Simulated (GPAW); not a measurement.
# Quasiparticle gap of H (I4/mmm) in GPAW

How does a plane-wave GW calculation on H (I4/mmm) run from the first input to the gap?

Method: LDA and many-body steps on it, plane waves, in GPAW 26.7.0.

Report form: the programs' logs are mostly left out.

**1. Starting point**

The structure is tetragonal, space group I4/mmm (No. 139). The conventional cell has a = 4.318 Å, b = 4.318 Å, c = 3.707 Å, α = 90.00°, β = 90.00°, γ = 90.00°. H has 1 H at 0.74 Å nearest.

The cell and positions are those that the Materials Project relaxed with its own functionals (PBE, PBE+U or r2SCAN), kept fixed.

**2. Ground state**

This step: GPAW 26.7.0; DFT, LDA, plane waves, PAW.

The ground-state density comes first.

File run.py:

```python
import json
import numpy as np
from gpaw.mpi import world
from ase import Atoms
from gpaw import GPAW, PW, FermiDirac

atoms = Atoms(['H', 'H'],
    cell=[[-2.1590258100, 2.1590258100, 1.8533590600],
      [2.1590258100, -2.1590258100, 1.8533590600],
      [2.1590258100, 2.1590258100, -1.8533590600]],
    scaled_positions=[[0.8999455600, 0.8999455600, 0.0000000000],
      [0.1000544400, 0.1000544400, 0.0000000000]],
    pbc=(True, True, True))
calc = GPAW(mode=PW(600),
    xc='LDA',
    kpts={'size': (8, 8, 8), 'gamma': True},
    occupations=FermiDirac(0.001),
    nbands=-7,
    convergence={'density': 1e-6, 'bands': -3},
    maxiter=100,
    txt='gs.txt')
atoms.calc = calc
res = {'energy': atoms.get_potential_energy()}
kpts = calc.get_ibz_k_points()
res['kpts'] = kpts
res['eigenvalues'] = [calc.get_eigenvalues(kpt=k) for k in range(len(kpts))]
res['n_electrons'] = calc.get_number_of_electrons()
calc.write('gs.gpw')

if world.rank == 0:
    with open('result.json', 'w') as f:
        json.dump(res, f, default=lambda x: x.tolist())
```

Command:

```sh
$ mpirun -n 4 gpaw python run.py
```

Run time: 4.2 s. Hardware: 4 MPI ranks of Arm Neoverse V2, shared host; peak memory 0.58 GiB; 16 s of CPU time.

Numbers from this step:

```
total energy               : -6.727 eV
gap                        : 9.044 eV
k of the valence top       : 0.5, 0.5, 0.5
k of the conduction bottom : 0.5, 0, 0.5
least direct gap           : 9.279 eV
```

The gap is indirect, with the least direct gap 0.23 eV higher.

**3. Bands along the symmetry lines**

The cheap functional maps the bands first; the places of the edges decide which points the dearer methods must see.

File run.py:

```python
import json
import numpy as np
from gpaw.mpi import world
from gpaw import GPAW

path = [[0.000000, 0.000000, 0.000000],
    [0.000000, 0.000000, 0.062500],
    [0.000000, 0.000000, 0.125000],
    [0.000000, 0.000000, 0.187500],
    [0.000000, 0.000000, 0.250000],
    [0.000000, 0.000000, 0.312500],
    [0.000000, 0.000000, 0.375000],
    [0.000000, 0.000000, 0.437500],
    [-0.000000, 0.000000, 0.500000],
    [-0.062500, 0.062500, 0.500000],
    [-0.125000, 0.125000, 0.500000],
    [-0.187500, 0.187500, 0.500000],
    [-0.250000, 0.250000, 0.500000],
    [-0.312500, 0.312500, 0.500000],
    [-0.375000, 0.375000, 0.500000],
    [-0.437500, 0.437500, 0.500000],
    [-0.500000, 0.500000, 0.500000],
    [-0.437500, 0.437500, 0.437500],
    [-0.375000, 0.375000, 0.375000],
    [-0.312500, 0.312500, 0.312500],
    [-0.250000, 0.250000, 0.250000],
    [-0.187500, 0.187500, 0.187500],
    [-0.125000, 0.125000, 0.125000],
    [-0.062500, 0.062500, 0.062500],
    [0.000000, 0.000000, 0.000000],
    [0.054278, 0.054278, -0.054278],
    [0.108556, 0.108556, -0.108556],
    [0.162834, 0.162834, -0.162834],
    [0.217111, 0.217111, -0.217111],
    [0.271389, 0.271389, -0.271389],
    [0.325667, 0.325667, -0.325667],
    [0.379945, 0.379945, -0.379945],
    [0.434223, 0.434223, -0.434223],
    [-0.434223, 0.565777, 0.434223],
    [-0.442445, 0.557555, 0.442445],
    [-0.450667, 0.549333, 0.450667],
    [-0.458889, 0.541111, 0.458889],
    [-0.467111, 0.532889, 0.467111],
    [-0.475334, 0.524666, 0.475334],
    [-0.483556, 0.516444, 0.483556],
    [-0.491778, 0.508222, 0.491778],
    [-0.500000, 0.500000, 0.500000],
    [0.000000, 0.000000, 0.500000],
    [0.031250, 0.031250, 0.468750],
    [0.062500, 0.062500, 0.437500],
    [0.093750, 0.093750, 0.406250],
    [0.125000, 0.125000, 0.375000],
    [0.156250, 0.156250, 0.343750],
    [0.187500, 0.187500, 0.312500],
    [0.218750, 0.218750, 0.281250],
    [0.250000, 0.250000, 0.250000],
    [0.218750, 0.281250, 0.218750],
    [0.187500, 0.312500, 0.187500],
    [0.156250, 0.343750, 0.156250],
    [0.125000, 0.375000, 0.125000],
    [0.093750, 0.406250, 0.093750],
    [0.062500, 0.437500, 0.062500],
    [0.031250, 0.468750, 0.031250],
    [0.000000, 0.500000, 0.000000],
    [0.000000, 0.437500, 0.000000],
    [0.000000, 0.375000, 0.000000],
    [0.000000, 0.312500, 0.000000],
    [0.000000, 0.250000, 0.000000],
    [0.000000, 0.187500, 0.000000],
    [0.000000, 0.125000, 0.000000],
    [0.000000, 0.062500, 0.000000],
    [0.000000, 0.000000, 0.000000]]
calc = GPAW('gs.gpw').fixed_density(kpts=path,
    symmetry='off',
    nbands=11,
    convergence={'bands': 7},
    txt='bands.txt')
res = {}
kpts = calc.get_ibz_k_points()
res['kpts'] = kpts
res['eigenvalues'] = [calc.get_eigenvalues(kpt=k) for k in range(len(kpts))]
res['n_electrons'] = calc.get_number_of_electrons()

if world.rank == 0:
    with open('result.json', 'w') as f:
        json.dump(res, f, default=lambda x: x.tolist())
```

Command:

```sh
$ mpirun -n 4 gpaw python run.py
```

Wall time 4.5 s (4 MPI ranks); peak memory 0.6 GiB; 18 s of CPU time.

This step gave:

```
gap                        : 9.042 eV
k of the valence top       : -0.4342, 0.5658, 0.4342
k of the conduction bottom : 0, 0.5, 0
least direct gap           : 9.279 eV
```

The gap is 9.042 eV, −0.002 eV from the run before at this level.

The electronic bands at the labelled points (eV, zero at the top of the highest filled band; v1 is the highest filled band, c1 the lowest empty one):

| point | v1 | c1 | c2 | c3 | c4 |
| --- | --- | --- | --- | --- | --- |
| Γ | -1.22 | 11.43 | 15.89 | 19.47 | 19.47 |
| halfway | -0.88 | 10.56 | 15.13 | 16.13 | 19.76 |
| X | -0.48 | 9.57 | 14.56 | 14.79 | 19.67 |
| halfway | -0.25 | 10.54 | 13.53 | 13.55 | 17.74 |
| M | 0.00 | 12.72 | 12.72 | 12.86 | 14.62 |
| halfway | -0.58 | 10.66 | 14.21 | 14.67 | 17.39 |
| Γ | -1.22 | 11.43 | 15.89 | 19.47 | 19.47 |
| halfway | -0.47 | 9.46 | 16.08 | 16.08 | 17.96 |
| Z | 0.00 | 11.74 | 12.90 | 12.90 | 14.81 |
| jump to Z0 | 0.00 | 11.74 | 12.90 | 12.90 | 14.81 |
| halfway | 0.00 | 12.48 | 12.77 | 12.77 | 14.67 |
| M | 0.00 | 12.72 | 12.72 | 12.86 | 14.62 |
| jump to X | -0.48 | 9.57 | 14.56 | 14.79 | 19.67 |
| halfway | -0.33 | 10.25 | 11.39 | 15.63 | 18.59 |
| P | -0.17 | 10.11 | 12.28 | 12.28 | 20.82 |
| halfway | -0.20 | 9.44 | 13.02 | 13.82 | 18.83 |
| N | -0.24 | 9.04 | 14.39 | 15.97 | 16.59 |
| halfway | -0.77 | 10.12 | 15.35 | 17.46 | 17.85 |
| Γ | -1.22 | 11.43 | 15.89 | 19.47 | 19.47 |

**4. Empty states on the mesh, 6×6×6 mesh, 119 bands**

The sums over transitions need many empty states on a uniform mesh; this step solves for them.

File run.py:

```python
import json
import numpy as np
from gpaw.mpi import world
from gpaw import GPAW

calc = GPAW('gs.gpw').fixed_density(kpts={'size': (6, 6, 6), 'gamma': True},
    parallel={'domain': 1, 'band': 1},
    txt='nscf.txt')
calc.diagonalize_full_hamiltonian(nbands=119)
calc.write('full.gpw', mode='all')
res = {}
kpts = calc.get_ibz_k_points()
res['kpts'] = kpts
res['eigenvalues'] = [calc.get_eigenvalues(kpt=k) for k in range(len(kpts))]
res['n_electrons'] = calc.get_number_of_electrons()

if world.rank == 0:
    with open('result.json', 'w') as f:
        json.dump(res, f, default=lambda x: x.tolist())
```

Command:

```sh
$ mpirun -n 4 gpaw python run.py
```

Elapsed: 17 s, on 4 MPI ranks; peak memory 1.3 GiB.

Numbers from this step:

| Property | Result |
| --- | --- |
| gap | 9.044 eV |
| k of the valence top | 0.5, 0.5, 0.5 |
| k of the conduction bottom | 0.5, 0, 0.5 |
| least direct gap | 9.279 eV |
| k points computed | 30 |
| lowest point of the top converged band, above the valence top | 129.6969 eV |

On this mesh the gap is 9.044 eV.

**5. Screening and self-energy, 6×6×6 mesh, 109 bands, screening to 125 eV**

Now the one-shot GW correction: screening in the RPA, then the self-energy of the levels asked for.

This step: G0W0 on LDA, plane waves, PAW.

File run.py:

```python
import json
import numpy as np
from gpaw.mpi import world
from gpaw.response.g0w0 import G0W0

gw = G0W0('full.gpw',
    filename='gw',
    kpts=[0, 18, 29],
    bands=(0, 3),
    ecut=125,
    nbands=109,
    integrate_gamma='WS',
    ppa=True)
gw.calculate()
res = {mode: {k: v for k, v in r.items() if k != 'sigma_eskwn'}
       for mode, r in gw.all_results.items()}

if world.rank == 0:
    with open('result.json', 'w') as f:
        json.dump(res, f, default=lambda x: x.tolist())
```

Command:

```sh
$ mpirun -n 4 gpaw python run.py
```

Elapsed: 92 s, on 4 MPI ranks; peak memory 0.74 GiB; 6.1 min of CPU time.

Numbers from this step:

- G0W0 gap on the points computed: 15.82 eV
- least direct G0W0 gap on the computed points: 16.08 eV
- Z at the valence top: 0.8673
- Z at the conduction bottom: 0.9270
- starting gap on the mesh: 9.044 eV
- k of the valence top: 0.5, 0.5, 0.5
- k of the conduction bottom: 0.5, 0, 0.5

The gap on the mesh goes from 9.04 eV to 15.82 eV, a correction of +6.78 eV.

Limits: finite bands, cutoff and mesh. v1 is the top filled band, c1 the lowest empty one. The levels before and after the correction (eV, zero at the valence-band top of each column):

|  | conduction bottom | valence top |
| --- | --- | --- |
| Kohn-Sham | 9.04 | 0.00 |
| G0W0 | 15.82 | 0.00 |

|  | level | energy (eV) |
| --- | --- | --- |
| Kohn-Sham | (0.5 0 0.5) v1 | -0.235 |
| Kohn-Sham | (0.5 0 0.5) c1 | 9.044 |
| Kohn-Sham | (0.5 0 0.5) c2 | 14.393 |
| Kohn-Sham | (0.5 0.5 0.5) v1 | 0.000 |
| Kohn-Sham | (0.5 0.5 0.5) c1-c2 | 12.722 |
| G0W0 | (0.5 0 0.5) v1 | -0.264 |
| G0W0 | (0.5 0 0.5) c1 | 15.820 |
| G0W0 | (0.5 0 0.5) c2 | 20.769 |
| G0W0 | (0.5 0.5 0.5) v1 | 0.000 |
| G0W0 | (0.5 0.5 0.5) c1-c2 | 19.474 |

**6. Where the time went**

Times are wall times on 4 MPI ranks of Arm Neoverse V2, shared host, good to a factor of about two.

| step | time | share | memory (GiB) |
| --- | --- | --- | --- |
| ground state | 4.2 s | 4 % | 0.58 |
| bands along the symmetry lines | 4.5 s | 4 % | 0.6 |
| empty states on the mesh | 17 s | 15 % | 1.3 |
| screening and self-energy | 92 s | 78 % | 0.74 |

**7. Outcome**

| Property | Result |
| --- | --- |
| LDA gap | 9.04 eV, indirect |
| G0W0 gap on the mesh | 15.82 eV |
| GW settings | 6×6×6 mesh, 109 bands, screening to 125 eV, Godby-Needs plasmon pole |
| known limits | not at the basis limit |

G0W0 moves the gap on the mesh from 9.04 eV to 15.82 eV (+6.78 eV), with Z of 0.87 and 0.93 at the edges. Only 3 of the mesh's irreducible points were corrected, so a valley elsewhere could overtake. The dearest step here is «screening and self-energy». Bands and cutoff are finite, so the gap is not at the basis limit. The miss can reach some tenths of an eV and take either sign; the mesh is an error of its own. These stock PAW sets were not made for GW. In the G0W0 run levels were corrected at 3 k points alone, so a gap called «on the mesh» is the least over those, and an edge elsewhere would be missed.

[Paths, hosts, dates, memory and timing lines, banners, echoed tables and standing remarks are left out of the program output.]

[Logs are printed without paths, hosts, clocks, repeated set-up lines and the standing remarks that a program may print on its own settings, such as how far it seeks lower states.]

[Runs of the session that timed out or met a known fault of the program may be left out.]

[Hosts, paths, dates, database ids (printed as entryN), source tags and the programs' standing remarks are cut or masked in the printed files.]
